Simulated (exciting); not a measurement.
# Electron–core-hole interaction in the F K spectrum of LiF (Griceite), part 2 of 3

Aim: the F K absorption edge of LiF (Griceite) with the electron–hole interaction treated explicitly, and what each term of the kernel does.

exciting sodium; X-ray absorption, core-level Bethe-Salpeter equation, exchange and statically screened direct term, Tamm-Dancoff, all-electron LAPW+lo LDA.

So far. Step 3 (A richer basis for the empty states): Against the first ground state the total energy moves by -5 meV an atom and the gap by -0.02 eV.

### Step 4. Screening, kernels and BSE for F atom 1

The absorber has 6 Li at 2.01 Å (octahedral, site symmetry m-3m).

input.xml

```
<input>
  <title>LiF</title>
  <structure speciespath="." autormt="false" epslat="1.0e-5">
    <crystal>
      <basevect>0.0000000000 3.8059084143 3.8059084143</basevect>
      <basevect>3.8059084143 0.0000000000 3.8059084143</basevect>
      <basevect>3.8059084143 3.8059084143 0.0000000000</basevect>
    </crystal>
    <species speciesfile="F.xml" rmt="1.788">
      <atom coord="0.5000000000 0.5000000000 0.5000000000"/>
    </species>
    <species speciesfile="Li.xml" rmt="1.904">
      <atom coord="0.0000000000 0.0000000000 0.0000000000"/>
    </species>
  </structure>
  <groundstate do="skip" xctype="LDA_PW" ngridk="6 6 6" rgkmax="7" gmaxvr="14" nempty="8" swidth="0.001" maxscl="100" epsengy="1e-5"/>
  <xs xstype="BSE" ngridk="6 6 6" ngridq="6 6 6" vkloff="0.097 0.273 0.493" rgkmax="7" nempty="13" gqmax="3" lmaxapwwf="5" lmaxemat="2" broad="0.01654" tevout="true">
    <energywindow intv="23.640 25.256" points="439"/>
    <screening screentype="full" nempty="27"/>
    <BSE xas="true" xasspecies="1" xasatom="1" xasedge="K" bsetype="singlet" nstlxas="1 9"/>
    <qpointset>
      <qpoint>0 0 0</qpoint>
    </qpointset>
    <plan>
      <doonly task="xsgeneigvec"/>
      <doonly task="writepmatxs"/>
      <doonly task="scrgeneigvec"/>
      <doonly task="scrwritepmat"/>
      <doonly task="screen"/>
      <doonly task="scrcoulint"/>
      <doonly task="exccoulint"/>
    </plan>
  </xs>
</input>
```

input.xml for the last start (plan only)

```
  <plan>
    <doonly task="bse"/>
  </plan>
```

Started as:

```
$ OMP_NUM_THREADS=1 mpirun -n 4 exciting
$ OMP_NUM_THREADS=4 exciting
```

Numbers of over 12 decimals in the logs are rounded to 6 here.

The log of the run:

```text
| EXCITING SODIUM started for task xsgeneigvec ( 301)                          =
One-shot GS runs for BSE calculations
One-shot GS runs for k+qmt/2 grids
Info(xsgeneigvec): Generating eigenvectors for Q-point      1
Info(xsgeneigvec): Generation of eigenvectors finished
| EXCITING SODIUM started for task writepmatxs ( 320)                          =
Info(writepmatxs): Momentum matrix elements finished
| EXCITING SODIUM started for task scrgeneigvec ( 401)                         =
One-shot GS runs for BSE calculations
One-shot GS runs for k+qmt/2 grids
Info(xsgeneigvec): Generating eigenvectors for Q-point      1
Using screening GS parameters.
Info(xsgeneigvec): Generation of eigenvectors finished
| EXCITING SODIUM started for task scrwritepmat ( 420)                         =
Info(writepmatxs): Momentum matrix elements finished
Info(scrwritepmat): Momentum matrix elements for screening finished
| EXCITING SODIUM started for task screen ( 430)                               =
Info(screenlauncher): Calculating screening for unshifted q-grid.
Info(screenlauncher): Number of q points:      16
Info(screenlauncher): lowest (partially)  unoccupied state:      6
Info(screenlauncher): highest (partially) occupied state  :      5
Info(screenlauncher): number of occupied states considered:    5
Info(screenlauncher): number of unoccupied states considered:   28
Info(screenlauncher): Starting loop over q-points
Info(screenlauncher): Screening for unshifted q-grid finished
Info(screenlauncher): Screening finished
| EXCITING SODIUM started for task scrcoulint ( 440)                           =
Info(scrcoulintlauncher): Setting up screened Coulomb interaction matrix W.
Info(scrcoulintlauncher): Using momentum transfer vectors from list :   1 to  1
Info(scrcoulintlauncher): Calculating screened Coulomb interaction matrix W
Info(scrcoulintlauncher): Momentum transfer list index: iqmt=  1
Info(scrcoulintlauncher): Momentum transfer: vqmtl=   0.000   0.000   0.000
Info(scrcoulintlauncher): Calculating RR block of W
Info(scrcoulint): Inspecting occupations...
Info(setranges_modxs): Number of non-reduced k-points:      216
Info(setranges_modxs): Number of states considered:       19
Info(setranges_modxs): Number of (partially) occupied states:        2
Info(setranges_modxs): Highest (partially) occupied states:        5
Info(setranges_modxs): Number of (partially) unoccupied states:       14
Info(setranges_modxs): Lowest (partially) unoccupied states:        6
Info(scrcoulint): Selecting transitions...
Info(select_transitions): Inspecting transitions in the  band interval:
  lowest occupied state:   1
  highest occupied state:   2
  lowest unoccupied state:   6
  highest unoccupied state:  14
  Opening gap with a scissor of:      0.000/H      0.000/eV
Info(select_transitions): Number of participating transitions:    3888
Info(scrcoulint): Size of file SCCLI will be about     0.113148 GB
Info(scrcoulint): Using q-grid
Info(scrcoulint): Number of reduced q-points:     16
Info(scrcoulint): Number of non-reduced q-points:    216
Info(scrcoulint): Calculating W(G1,G2,qr) fourier coefficients
Info(scrcoulint): Calculating W matrix elements
Info(scrcoulintlauncher): Screened coulomb interaction finished for iqmt=   1
| EXCITING SODIUM started for task exccoulint ( 441)                           =
Info(exccoulintlauncher): Setting up exchange interaction matrix V.
Info(exccoulintlauncher): Using momentum transfer vectors from list :   1 to  1
Info(exccoulintlauncher):Calculating exchange interaction matrix V
Info(exccoulintlauncher): Momentum transfer list index: iqmt=  1
Info(exccoulintlauncher): Momentum transfer: vqmtl=   0.000   0.000   0.000
Info(exccoulintlauncher): Calculating RR block of V
Info(exccoulint): Inspecting occupations...
Info(setranges_modxs): Number of non-reduced k-points:      216
Info(setranges_modxs): Number of states considered:       19
Info(setranges_modxs): Number of (partially) occupied states:        2
Info(setranges_modxs): Highest (partially) occupied states:        5
Info(setranges_modxs): Number of (partially) unoccupied states:       14
Info(setranges_modxs): Lowest (partially) unoccupied states:        6
Info(exccoulint): Selecting transitions...
Info(select_transitions): Inspecting transitions in the  band interval:
  lowest occupied state:   1
  highest occupied state:   2
  lowest unoccupied state:   6
  highest unoccupied state:  14
  Opening gap with a scissor of:      0.000/H      0.000/eV
Info(select_transitions): Number of participating transitions:    3888
Info(exccoulint): Size of file EXCLI will be about     0.113148 GB
Info(exccoulint): Generating plane wave matrix elements for momentum transfer iqmt=   1
  Timing (in seconds)	   :     100.768
Info(exccoulint): Generating V matrix elements
Info(exccoulint): Zeroing Coulomb potential at G+qmt index:  1
Info(exccoulintlauncher): Exchange interaction finished for iqmt=   1
| EXCITING SODIUM started for task bse ( 445)                                  =
Info(bselauncher): Init time:    0.260092
Info(bselauncher): Setting up and diagonalizing BSE Hamiltonian.
Info(bselauncher): Using momentum transfer vectors from list :   1 to  1
Info(bselauncher): Distributing qmt-points over   1 processes.
Info(bselauncher): BSE type: singlet
Info(bselauncher): Momentum transfer list index: iqmt=  1
Info(bselauncher): Momentum transfer: vqmtl=   0.000   0.000   0.000
Info(bse): Inspecting occupations...
Info(setranges_modxs): Number of non-reduced k-points:      216
Info(setranges_modxs): Number of states considered:       19
Info(setranges_modxs): Number of (partially) occupied states:        2
Info(setranges_modxs): Highest (partially) occupied states:        5
Info(setranges_modxs): Number of (partially) unoccupied states:       14
Info(setranges_modxs): Lowest (partially) unoccupied states:        6
Info(select_transitions): Inspecting transitions in the  band interval:
  lowest occupied state:   1
  highest occupied state:   2
  lowest unoccupied state:   6
  highest unoccupied state:  14
  Opening gap with a scissor of:      0.000/H      0.000/eV
Info(select_transitions): Number of participating transitions:    3888
Info(bse): Selecting transitions...
Info(bse):bsegap (eV):   655.422117
Info(bse): Assembling BSE matrix
  RR/RA blocks of global BSE-Hamiltonian:
  Size of the Hamiltonian:    3888
  Number of k-points:     216
  Distributing matrix to   1 processes
  Local matrix shape   3888 x  3888
Info(bse): max local RAM needed for BSE matrices ~     0.225254 GB
Info(setup_bse_block): Setting up RR part of hamiltonian
Info(setup_bse_block): Singlet spin state
Info(bse): Diagonalizing RR Hamiltonian (TDA)
Info(bse): Invoking Lapack routine ZHEEVR
      3888 eigen solutions found in the interval:
         i1=       1 i2=    3888
Info(bse): Writing excition energies and oscillator strengths to text file.
Info(makespectrum_dist): Making spectrum using formula for coupling with time reversed AR basis.
Info(makespectrum_dist): Using formalism for vanishing momentum transfer.
Info(writederived): Writing quantities derived from the macroscopic dielectric function.
Info(bselauncher): Spectrum finished for iqmt=  1
Info(bselauncher): All done for BSE type singlet
```

Elapsed: 6.5 min, on 4 MPI ranks of Arm Neoverse V1, shared host.

Wall time by task: xsgeneigvec 2 s, writepmatxs 5.1 s, scrgeneigvec 2 s, scrwritepmat 1.4 s, screen 39 s, scrcoulint 3.4 min, exccoulint 1.7 min, bse 35 s.

The F K spectrum of F atom 1 (energy from the Kohn–Sham onset, core level to the lowest empty state found on the meshes used, 655.26 eV; the ground-state mesh sets it, and the shifted mesh has its lowest transition 0.16 eV above it; Im ε scaled to the maximum of the singlet run; cut below the end of the band set):

```
E (eV)  Im ε
  -5.0  0.02
  -4.5  0.03
  -4.0  0.03
  -3.5  0.05
  -3.0  0.07
  -2.5  0.11
  -2.0  0.21
  -1.5  0.52
  -1.0  1.00
  -0.5  0.70
   0.0  0.60
   0.5  0.55
   1.0  0.45
   1.5  0.39
   2.0  0.35
   2.5  0.32
   3.0  0.31
   3.5  0.29
   4.0  0.28
   4.5  0.22
   5.0  0.15
   5.5  0.12
   6.0  0.11
   6.5  0.13
   7.0  0.19
   7.5  0.20
   8.0  0.14
   8.5  0.09
   9.0  0.07
   9.5  0.05
  10.0  0.04
  10.5  0.03
  11.0  0.03
  11.5  0.03
  12.0  0.03
  12.5  0.02
  13.0  0.02
  13.5  0.02
  14.0  0.02
  14.5  0.02
  15.0  0.02
  15.5  0.03
  16.0  0.03
  16.5  0.04
  17.0  0.05
  17.5  0.06
  18.0  0.07
  18.5  0.09
  19.0  0.10
```

Maxima (height): -1.1 eV (1.00) and 7.2 eV (0.21).

The Hamiltonian has 3888 rows. The lowest groups of eigenvalues and the brightest ones, on the scale above (the program counts from the shifted mesh's onset, 0.16 eV higher). Core spinors bring spin-forbidden partners, so dark means forbidden by spin or by symmetry, and the shifted mesh splits states that symmetry would keep together:

```
energy (eV)  states within 10 meV  relative strength
     -2.901                     2               dark
     -1.109                     1               dark
     -1.085                     3               0.43
     -1.055                     2               1.00
     -0.834                     2              0.050
     -0.557                     2               0.13
     -0.085                     2              0.071
      0.003                     2              0.059
      0.233                     2              0.062
      4.180                     4              0.059
```

### Step 5. Independent particles

Changes to input.xml since step 4:

```diff
@@ -19,3 +19,3 @@
     <screening screentype="full" nempty="27"/>
-    <BSE xas="true" xasspecies="1" xasatom="1" xasedge="K" bsetype="singlet" nstlxas="1 9"/>
+    <BSE xas="true" xasspecies="1" xasatom="1" xasedge="K" bsetype="IP" nstlxas="1 9"/>
     <qpointset>
@@ -24,9 +24,3 @@
     <plan>
-      <doonly task="xsgeneigvec"/>
-      <doonly task="writepmatxs"/>
-      <doonly task="scrgeneigvec"/>
-      <doonly task="scrwritepmat"/>
-      <doonly task="screen"/>
-      <doonly task="scrcoulint"/>
-      <doonly task="exccoulint"/>
+      <doonly task="bse"/>
     </plan>
```

Started as:

```
$ OMP_NUM_THREADS=4 exciting
```

The log of the run:

```text
| EXCITING SODIUM started for task bse ( 445)                                  =
Info(bselauncher): Init time:    0.281066
Info(bselauncher): Setting up and diagonalizing BSE Hamiltonian.
Info(bselauncher): Using momentum transfer vectors from list :   1 to  1
Info(bselauncher): Distributing qmt-points over   1 processes.
Info(bselauncher): BSE type: IP
Info(bselauncher): Momentum transfer list index: iqmt=  1
Info(bselauncher): Momentum transfer: vqmtl=   0.000   0.000   0.000
Info(bse): Inspecting occupations...
Info(setranges_modxs): Number of non-reduced k-points:      216
[...]
highest unoccupied state:  14
  Opening gap with a scissor of:      0.000/H      0.000/eV
Info(select_transitions): Number of participating transitions:    3888
Info(bse): Selecting transitions...
Info(bse):bsegap (eV):   655.422117
Info(bse): IP requested, nothing much to do
Info(bse): Writing excition energies and oscillator strengths to text file.
Info(makespectrum_dist): Making spectrum using formula for coupling with time reversed AR basis.
Info(makespectrum_dist): Using formalism for vanishing momentum transfer.
Info(writederived): Writing quantities derived from the macroscopic dielectric function.
Info(bselauncher): Spectrum finished for iqmt=  1
Info(bselauncher): All done for BSE type IP
```

The job ended after 1.5 s (4 threads).

Maxima (height): 6.3 eV (0.54) and 10.3 eV (0.47). The spectrum differs from the singlet run by 103 % r.m.s. Moving the earlier curve by +6.8 eV leaves 44 %. The highest maximum lies at 6.3 eV (0.54), against -1.1 eV (1.00).

### Step 6. Exchange alone

Changes to input.xml since step 5:

```diff
@@ -19,3 +19,3 @@
     <screening screentype="full" nempty="27"/>
-    <BSE xas="true" xasspecies="1" xasatom="1" xasedge="K" bsetype="IP" nstlxas="1 9"/>
+    <BSE xas="true" xasspecies="1" xasatom="1" xasedge="K" bsetype="RPA" nstlxas="1 9"/>
     <qpointset>
```

Started as:

```
$ OMP_NUM_THREADS=4 exciting
```

The log of the run:

```text
| EXCITING SODIUM started for task bse ( 445)                                  =
Info(bselauncher): Init time:    0.258850
Info(bselauncher): Setting up and diagonalizing BSE Hamiltonian.
Info(bselauncher): Using momentum transfer vectors from list :   1 to  1
Info(bselauncher): Distributing qmt-points over   1 processes.
Info(bselauncher): BSE type: RPA
Info(bselauncher): Momentum transfer list index: iqmt=  1
Info(bselauncher): Momentum transfer: vqmtl=   0.000   0.000   0.000
Info(bse): Inspecting occupations...
Info(setranges_modxs): Number of non-reduced k-points:      216
[...]
Info(setup_bse_block): Setting up RR part of hamiltonian
Info(setup_bse_block): Using RPA approximation
Info(bse): Diagonalizing RR Hamiltonian (TDA)
Info(bse): Invoking Lapack routine ZHEEVR
      3888 eigen solutions found in the interval:
         i1=       1 i2=    3888
Info(bse): Writing excition energies and oscillator strengths to text file.
Info(makespectrum_dist): Making spectrum using formula for coupling with time reversed AR basis.
Info(makespectrum_dist): Using formalism for vanishing momentum transfer.
Info(writederived): Writing quantities derived from the macroscopic dielectric function.
Info(bselauncher): Spectrum finished for iqmt=  1
Info(bselauncher): All done for BSE type RPA
```

Wall time 34 s (4 threads).

Maxima (height): 6.4 eV (0.54) and 10.3 eV (0.48). Against the independent-particle run the r.m.s. difference is 3 %.

### Step 7. Direct term alone

Changes to input.xml since step 6:

```diff
@@ -19,3 +19,3 @@
     <screening screentype="full" nempty="27"/>
-    <BSE xas="true" xasspecies="1" xasatom="1" xasedge="K" bsetype="RPA" nstlxas="1 9"/>
+    <BSE xas="true" xasspecies="1" xasatom="1" xasedge="K" bsetype="triplet" nstlxas="1 9"/>
     <qpointset>
```

Started as:

```
$ OMP_NUM_THREADS=4 exciting
```

The log of the run:

```text
| EXCITING SODIUM started for task bse ( 445)                                  =
Info(bselauncher): Init time:    0.262331
Info(bselauncher): Setting up and diagonalizing BSE Hamiltonian.
Info(bselauncher): Using momentum transfer vectors from list :   1 to  1
Info(bselauncher): Distributing qmt-points over   1 processes.
Info(bselauncher): BSE type: triplet
Info(bselauncher): Momentum transfer list index: iqmt=  1
Info(bselauncher): Momentum transfer: vqmtl=   0.000   0.000   0.000
Info(bse): Inspecting occupations...
[...]
Info(setup_bse_block): Setting up RR part of hamiltonian
Info(setup_bse_block): Triplet spin state
Info(bse): Diagonalizing RR Hamiltonian (TDA)
Info(bse): Invoking Lapack routine ZHEEVR
      3888 eigen solutions found in the interval:
         i1=       1 i2=    3888
Info(bse): Writing excition energies and oscillator strengths to text file.
Info(makespectrum_dist): Making spectrum using formula for coupling with time reversed AR basis.
Info(makespectrum_dist): Using formalism for vanishing momentum transfer.
Info(writederived): Writing quantities derived from the macroscopic dielectric function.
Info(bselauncher): Spectrum finished for iqmt=  1
Info(bselauncher): All done for BSE type triplet
```

The job ended after 36 s (4 threads).

Maxima (height): -1.1 eV (1.06) and 7.2 eV (0.21). Against the singlet run the r.m.s. difference is 5 %. The highest maximum lies at -1.1 eV (1.06), against -1.1 eV (1.00).

### Step 8. Local-field cutoff

Changed against the first singlet run: cutoff of the kernels (bohr⁻¹) from 3 to 2.

Changes to input.xml since step 7:

```diff
@@ -16,6 +16,6 @@
   <groundstate do="skip" xctype="LDA_PW" ngridk="6 6 6" rgkmax="7" gmaxvr="14" nempty="8" swidth="0.001" maxscl="100" epsengy="1e-5"/>
-  <xs xstype="BSE" ngridk="6 6 6" ngridq="6 6 6" vkloff="0.097 0.273 0.493" rgkmax="7" nempty="13" gqmax="3" lmaxapwwf="5" lmaxemat="2" broad="0.01654" tevout="true">
+  <xs xstype="BSE" ngridk="6 6 6" ngridq="6 6 6" vkloff="0.097 0.273 0.493" rgkmax="7" nempty="13" gqmax="2" lmaxapwwf="5" lmaxemat="2" broad="0.01654" tevout="true">
     <energywindow intv="23.640 25.256" points="439"/>
     <screening screentype="full" nempty="27"/>
-    <BSE xas="true" xasspecies="1" xasatom="1" xasedge="K" bsetype="triplet" nstlxas="1 9"/>
+    <BSE xas="true" xasspecies="1" xasatom="1" xasedge="K" bsetype="singlet" nstlxas="1 9"/>
     <qpointset>
@@ -24,3 +24,6 @@
     <plan>
-      <doonly task="bse"/>
+      <doonly task="xsgeneigvec"/>
+      <doonly task="screen"/>
+      <doonly task="scrcoulint"/>
+      <doonly task="exccoulint"/>
     </plan>
```

input.xml for the last start (plan only)

```
  <plan>
    <doonly task="bse"/>
  </plan>
```

Started as:

```
$ OMP_NUM_THREADS=1 mpirun -n 4 exciting
$ OMP_NUM_THREADS=4 exciting
```

The log of the run:

```text
| EXCITING SODIUM started for task xsgeneigvec ( 301)                          =
One-shot GS runs for BSE calculations
One-shot GS runs for k+qmt/2 grids
Info(xsgeneigvec): Generating eigenvectors for Q-point      1
Info(xsgeneigvec): Generation of eigenvectors finished
| EXCITING SODIUM started for task screen ( 430)                               =
Info(screenlauncher): Calculating screening for unshifted q-grid.
Info(screenlauncher): Number of q points:      16
Info(screenlauncher): lowest (partially)  unoccupied state:      6
[...]
Info(setup_bse_block): Setting up RR part of hamiltonian
Info(setup_bse_block): Singlet spin state
Info(bse): Diagonalizing RR Hamiltonian (TDA)
Info(bse): Invoking Lapack routine ZHEEVR
      3888 eigen solutions found in the interval:
         i1=       1 i2=    3888
Info(bse): Writing excition energies and oscillator strengths to text file.
Info(makespectrum_dist): Making spectrum using formula for coupling with time reversed AR basis.
Info(makespectrum_dist): Using formalism for vanishing momentum transfer.
Info(writederived): Writing quantities derived from the macroscopic dielectric function.
Info(bselauncher): Spectrum finished for iqmt=  1
Info(bselauncher): All done for BSE type singlet
```

Wall time 3.3 min (4 MPI ranks).

These settings are cheaper. The spectrum differs from the singlet run by 11 % r.m.s. The highest maximum lies at -1.0 eV (0.90), against -1.1 eV (1.00). The first bright state moves from -1.08 to -1.02 eV. The kernels miss the short-range part of the Coulomb interaction, its components above their cutoff.

| E (eV) | first run | this run |
| --- | --- | --- |
| -5.0 | 0.02 | 0.02 |
| -4.0 | 0.03 | 0.03 |
| -3.0 | 0.07 | 0.06 |
| -2.0 | 0.21 | 0.17 |
| -1.0 | 1.00 | 0.88 |
| 0.0 | 0.60 | 0.61 |
| 1.0 | 0.45 | 0.48 |
| 2.0 | 0.35 | 0.38 |
| 3.0 | 0.31 | 0.33 |
| 4.0 | 0.28 | 0.30 |
| 5.0 | 0.15 | 0.16 |
| 6.0 | 0.11 | 0.12 |
| 7.0 | 0.19 | 0.19 |
| 8.0 | 0.14 | 0.15 |
| 9.0 | 0.07 | 0.07 |
| 10.0 | 0.04 | 0.04 |
| 11.0 | 0.03 | 0.03 |
| 12.0 | 0.03 | 0.03 |
| 13.0 | 0.02 | 0.02 |
| 14.0 | 0.02 | 0.02 |
| 15.0 | 0.02 | 0.03 |
| 16.0 | 0.03 | 0.03 |
| 17.0 | 0.05 | 0.05 |
| 18.0 | 0.07 | 0.07 |
| 19.0 | 0.10 | 0.11 |

(Part 2 of 3 ends here.)

[Banner, clock and machine lines of the logs are left out without a mark of their own.]

[Logs are printed without paths, hosts, clocks, repeated set-up lines and the standing remarks that a program may print on its own settings, such as how far it seeks lower states.]

[Hosts, paths, dates, database ids (printed as entryN), source tags and the programs' standing remarks are cut or masked in the printed files.]
